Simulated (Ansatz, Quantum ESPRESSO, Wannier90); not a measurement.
# Ballistic channels from Wannier functions: zigzag Rh chain, bond 2.30 Å, width 1.6 Å, part 2 of 5

How many channels does the wire offer, and does a small Wannier basis get them right? The wire: zigzag Rh chain, bond 2.30 Å, width 1.6 Å.

Quantum ESPRESSO 7.5 and Wannier90 3.1.0; plane-wave DFT, LDA, GBRV ultrasoft pseudopotentials; cross-check by Ansatz 0.2.0 with PAW datasets.

So far. Step 2 (Self-consistent run): The run needed 14 iterations to bring the estimated error under 1e-07 Ry; the largest force on any atom, held or free, is 0.86 eV/Å.

**4. Neighbour list from wannier90 -pp**

Level of this step: maximally localised Wannier functions and ballistic conductance; plane-wave DFT, LDA, GBRV ultrasoft pseudopotentials (Wannier90).

The .win file sets projections and windows: states in the frozen window are kept exactly, the outer window gives room to disentangle.

Input file wan.win:

```
num_wann = 18
num_bands = 39
num_iter = 200
num_print_cycles = 20
conv_tol = 1e-8
conv_window = 5
guiding_centres = true
dis_num_iter = 1500
dis_conv_tol = 1e-8
dis_win_min = -12.8959
dis_win_max = 7.1041
dis_froz_max = -0.3959
search_shells = 120
fermi_energy = -1.8959

transport = true
transport_mode = bulk
one_dim_axis = z
dist_cutoff = 16.42
dist_cutoff_mode = one_dim
tran_win_min = -4.0
tran_win_max = 2.0
tran_energy_step = 0.02

bands_plot = true
bands_num_points = 96
begin kpoint_path
G 0.0 0.0 0.0 Z 0.0 0.0 0.5
end kpoint_path

begin projections
Rh:s;p;d
end projections

begin unit_cell_cart
ang
  9.0000000000 0.0000000000 0.0000000000
  0.0000000000 8.0000000000 0.0000000000
  0.0000000000 0.0000000000 3.3045423284
end unit_cell_cart

begin atoms_frac
  Rh -0.0888888889 0.0000000000 0.0000000000
  Rh 0.0888888889 0.0000000000 0.5000000000
end atoms_frac

mp_grid = 1 1 10
begin kpoints
  0.0 0.0 0.0000000000
  0.0 0.0 0.1000000000
  0.0 0.0 0.2000000000
  0.0 0.0 0.3000000000
  0.0 0.0 0.4000000000
  0.0 0.0 0.5000000000
  0.0 0.0 0.6000000000
  0.0 0.0 0.7000000000
  0.0 0.0 0.8000000000
  0.0 0.0 0.9000000000
end kpoints
```

Launch:

```console
$ OMP_NUM_THREADS=1 wannier90.x -pp wan > wan.pp.log
```

The log of the run:

```text
+---------------------------------------------------+
             |                                                   |
             |                   WANNIER90                       |
             |                                                   |
             +---------------------------------------------------+
             |                                                   |
             |        Welcome to the Maximally-Localized         |
             |        Generalized Wannier Functions code         |
             |                             |
             |                                                   |
             |                                                   |
             |  Wannier90 Developer Group:                       |
             |    Giovanni Pizzi    (EPFL)                       |
             |    Valerio Vitale    (Cambridge)                  |
             |    David Vanderbilt  (Rutgers University)         |
             |    Nicola Marzari    (EPFL)                       |
             |    Ivo Souza         (Universidad del Pais Vasco) |
             |    Arash A. Mostofi  (Imperial College London)    |
             |    Jonathan R. Yates (University of Oxford)       |
             |                                                   |
             |  For the full list of Wannier90 3.x authors,      |
             |  please check the code documentation and the      |
             |  README on the GitHub page of the code            |
             |                                                   |
             |                                                   |
             |  Please cite                                      |
             |                                                   |
             |  [ref] "Wannier90 as a community code:            |
             |        new features and applications",            |
             |        G. Pizzi et al., J. Phys. Cond. Matt. 32,  |
             |        165902 (2020).                             |
             |            |
             |                                                   |
             |  in any publications arising from the use of      |
             |  this code. For the method please cite            |
             |                                                   |
             |  [ref] "Maximally Localized Generalised Wannier   |
             |         Functions for Composite Energy Bands"     |
             |         N. Marzari and D. Vanderbilt              |
             |         Phys. Rev. B 56 12847 (1997)              |
             |                                                   |
             |  [ref] "Maximally Localized Wannier Functions     |
             |         for Entangled Energy Bands"               |
             |         I. Souza, N. Marzari and D. Vanderbilt    |
             |         Phys. Rev. B 65 035109 (2001)             |
             |                                                   |
             |                                                   |
             | Copyright (c) 1996-2020                           |
             |        The Wannier90 Developer Group and          |
             |        individual contributors                    |
             |                                                   |
             |      Release: 3.1.0        5th March    2020      |
             |                                                   |
             | This program is free software; you can            |
             | redistribute it and/or modify it under the terms  |
             | of the GNU General Public License as published by |
             | the Free Software Foundation; either version 2 of |
             | the License, or (at your option) any later version|
             |                                                   |
             | This program is distributed in the hope that it   |
             | will be useful, but WITHOUT ANY WARRANTY; without |
             | even the implied warranty of MERCHANTABILITY or   |
             | FITNESS FOR A PARTICULAR PURPOSE. See the GNU     |
             | General Public License for more details.          |
             |                                                   |
             | You should have received a copy of the GNU General|
             | Public License along with this program; if not,   |
             | write to the Free Software Foundation, Inc.,      |
             | 675 Mass Ave, Cambridge, MA 02139, USA.           |
             |                                                   |
             +---------------------------------------------------+
[date or host left out]
             +---------------------------------------------------+

 ******************************************************************************
 * -> Using CODATA 2006 constant values                                       *
 *    (                      *
 * -> Using Bohr value from CODATA                                            *
 ******************************************************************************

 Running in serial (with parallel executable)

                                    ------
                                    SYSTEM
                                    ------

                              Lattice Vectors (Ang)
                    a_1     9.000000   0.000000   0.000000
                    a_2     0.000000   8.000000   0.000000
                    a_3     0.000000   0.000000   3.304542

                   Unit Cell Volume:     237.92705  (Ang^3)

                        Reciprocal-Space Vectors (Ang^-1)
                    b_1     0.698132   0.000000   0.000000
                    b_2     0.000000   0.785398   0.000000
                    b_3     0.000000   0.000000   1.901378

 *----------------------------------------------------------------------------*
 |   Site       Fractional Coordinate          Cartesian Coordinate (Ang)     |
 +----------------------------------------------------------------------------+
 | Rh   1  -0.08889   0.00000   0.00000   |   -0.80000   0.00000   0.00000    |
 | Rh   2   0.08889   0.00000   0.50000   |    0.80000   0.00000   1.65227    |
 *----------------------------------------------------------------------------*
                                ------------
                                K-POINT GRID
                                ------------

             Grid size =  1 x  1 x 10      Total points =   10

 *---------------------------------- MAIN ------------------------------------*
 |  Number of Wannier Functions               :                18             |
[...]
|  Use phases for initial projections        :                 F             |
 |  Iterations before starting guiding centres:                 0             |
 |  Iterations between using guiding centres  :                 1             |
 *----------------------------------------------------------------------------*
 *------------------------------- DISENTANGLE --------------------------------*
 |  Using band disentanglement                :                 T             |
 |  Total number of iterations                :              1500             |
 |  Mixing ratio                              :             0.500             |
 |  Convergence tolerence                     :         1.000E-08             |
 |  Convergence window                        :                 3             |
 *----------------------------------------------------------------------------*
 *-------------------------------- PLOTTING ----------------------------------*
 |  Plotting interpolated bandstructure       :                 T             |
 |   Number of K-path sections                :                 1             |
 |   Divisions along first K-path section     :                96             |
 |   Output format                            :           gnuplot             |
 |   Output mode                              :               s-k             |
 *----------------------------------------------------------------------------*
 |   K-space path sections:                                                   |
 |    From: G       0.000  0.000  0.000     To: Z       0.000  0.000  0.500   |
 *----------------------------------------------------------------------------*
 *------------------------------- TRANSPORT ----------------------------------*
 |  Transport mode                            :              bulk             |
 |   Hamiltonian from external files          :                 F             |
 |   System extended in                       :                 z             |
 |   Centre of the unit cell to which WF are translated (fract. coords):      |
 |                                       0.000000,    0.000000,    0.000000   |
 |  Fermi energy (eV)                         :            -1.896             |
 *----------------------------------------------------------------------------*
 Time to read parameters        0.004 (sec)

 *---------------------------------- K-MESH ----------------------------------*
 +----------------------------------------------------------------------------+
 |                    Distance to Nearest-Neighbour Shells                    |
 |                    ------------------------------------                    |
 |          Shell             Distance (Ang^-1)          Multiplicity         |
 |          -----             -----------------          ------------         |
 |             1                   0.190138                      2            |
 |             2                   0.380276                      2            |
 |             3                   0.570414                      2            |
 |             4                   0.698132                      2            |
 |             5                   0.723561                      4            |
 |             6                   0.760551                      2            |
 |             7                   0.785398                      2            |
 |             8                   0.794983                      4            |
 |             9                   0.808086                      4            |
 |            10                   0.872617                      4            |
 |            11                   0.901532                      4            |
 |            12                   0.950689                      2            |
 |            13                   0.970681                      4            |
 |            14                   1.032389                      4            |
 |            15                   1.050827                      4            |
 |            16                   1.067891                      8            |
[...]
|           113                   2.424257                      4            |
 |           114                   2.425517                      8            |
 |           115                   2.430463                      8            |
 |           116                   2.457446                      4            |
 |           117                   2.464791                      8            |
 |           118                   2.466301                      4            |
 |           119                   2.471792                      2            |
 |           120                   2.475902                      4            |
 +----------------------------------------------------------------------------+
 | The b-vectors are chosen automatically                                     |
 | SVD found small singular value, Rejecting this shell and trying the next   |
 | The following shells are used:   1,  4,  7                                 |
 +----------------------------------------------------------------------------+
 |                        Shell   # Nearest-Neighbours                        |
 |                        -----   --------------------                        |
 |                          1               2                                 |
 |                          4               2                                 |
 |                          7               2                                 |
 +----------------------------------------------------------------------------+
 | Completeness relation is fully satisfied [Eq. (B1), PRB 56, 12847 (1997)]  |
 +----------------------------------------------------------------------------+
 |                  b_k Vectors (Ang^-1) and Weights (Ang^2)                  |
 |                  ----------------------------------------                  |
 |            No.         b_k(x)      b_k(y)      b_k(z)        w_b           |
 |            ---        --------------------------------     --------        |
 |             1         0.000000    0.000000    0.190138    13.830342        |
 |             2         0.000000    0.000000   -0.190138    13.830342        |
 |             3         0.698132    0.000000    0.000000     1.025877        |
 |             4        -0.698132    0.000000    0.000000     1.025877        |
 |             5         0.000000    0.785398    0.000000     0.810569        |
 |             6         0.000000   -0.785398    0.000000     0.810569        |
 +----------------------------------------------------------------------------+
 |                           b_k Directions (Ang^-1)                          |
 |                           -----------------------                          |
 |            No.           x           y           z                         |
 |            ---        --------------------------------                     |
 |             1         0.000000    0.000000    0.190138                     |
 |             2         0.698132    0.000000    0.000000                     |
 |             3         0.000000    0.785398    0.000000                     |
 +----------------------------------------------------------------------------+

 Time to get kmesh              0.012 (sec)
 *============================================================================*
 |                              MEMORY ESTIMATE                               |
 |         Maximum RAM allocated during each phase of the calculation         |
 *============================================================================*
 |                        Disentanglement            2.20 Mb                  |
 |                            Wannierise:            0.98 Mb                  |
 |                          plot_wannier:            0.98 Mb                  |
 *----------------------------------------------------------------------------*

 Starting a new Wannier90 calculation ...

 Time to write kmesh            0.016 (sec)

 Exiting... wan.nnkp written.
```

It took 0.46 s on 1 MPI rank of Arm Neoverse V1, shared host; peak memory 0.09 GiB.

**5. Overlaps and projections**

pw2wannier90.x computes the overlaps between neighbouring k-points and the projections.

Input file wan.p2w.in:

```
&inputpp
  prefix = 'nscf'
  outdir = './out'
  seedname = 'wan'
  write_mmn = .true.
  write_amn = .true.
  write_unk = .false.
/
```

Launch:

```console
$ OMP_NUM_THREADS=1 mpirun -n 2 pw2wannier90.x -in wan.p2w.in > wan.p2w.out
```

The log of the run:

```text
[banner, memory and clock lines left out]
Program PW2WANNIER v.7.5 starts

          URL

     Reading nscf_save data

     ./out/nscf.save/

     IMPORTANT: XC functional enforced from input :
     Exchange-correlation= PZ
                           (   1   1   0   0   0   0   0)
     Any further DFT definition will be discarded
     Please, verify this is what you really want

     negative rho (up, down):  1.068E-01 0.000E+00
     Reading collected, re-writing distributed wavefunctions

      Spin CASE ( default = unpolarized )

  Wannier mode is: standalone

  -----------------
  *** Reading nnkp
  -----------------

  Checking info from wannier.nnkp file

  - Real lattice is ok
  - Reciprocal lattice is ok
  - K-points are ok
  - Number of wannier functions is ok ( 18)
  - All guiding functions are given

  Projections:
   -0.088890    0.000000    0.000000  0  1  1    1.000000
   -0.088890    0.000000    0.000000  1  1  1    1.000000
   -0.088890    0.000000    0.000000  1  2  1    1.000000
   -0.088890    0.000000    0.000000  1  3  1    1.000000
   -0.088890    0.000000    0.000000  2  1  1    1.000000
   -0.088890    0.000000    0.000000  2  2  1    1.000000
   -0.088890    0.000000    0.000000  2  3  1    1.000000
   -0.088890    0.000000    0.000000  2  4  1    1.000000
   -0.088890    0.000000    0.000000  2  5  1    1.000000
    0.088890    0.000000    0.183586  0  1  1    1.000000
    0.088890    0.000000    0.183586  1  1  1    1.000000
    0.088890    0.000000    0.183586  1  2  1    1.000000
    0.088890    0.000000    0.183586  1  3  1    1.000000
    0.088890    0.000000    0.183586  2  1  1    1.000000
    0.088890    0.000000    0.183586  2  2  1    1.000000
    0.088890    0.000000    0.183586  2  3  1    1.000000
    0.088890    0.000000    0.183586  2  4  1    1.000000
    0.088890    0.000000    0.183586  2  5  1    1.000000

  Reading data about k-point neighbours

  All neighbours are found

  Opening pp-files

  *** Compute  A projections

  Number of local k points =       10
       1       2       3       4       5       6       7       8       9      10
  AMN calculated

  ---------------
  *** Compute  M
  ---------------

  Number of local k points =       10
       1       2       3       4       5       6       7       8       9      10
  MMN calculated

  *** Orbital terms are not computed

  *** SHC terms are not computed

  ----------------
  *** Write bands
  ----------------

  *** Plot info is not printed

  *** Parity info is not printed

  ------------
  *** Stop pp
  ------------

     Internal routines:
```

Elapsed: 8 s, on 2 MPI ranks; peak memory 0.17 GiB; 16 s of CPU time.

[end of part 2 of 5]

[Logs are printed without paths, hosts, clocks, repeated set-up lines and the standing remarks that a program may print on its own settings, such as how far it seeks lower states.]

[Hosts, paths, dates, database ids (printed as entryN), source tags and the programs' standing remarks are cut or masked in the printed files.]

[Maps of the electrostatic potential energy from Ansatz leave out the sawtooth potential of an applied field or a dipole correction, so their vacuum need not be flat; planar profiles and work functions include it.]
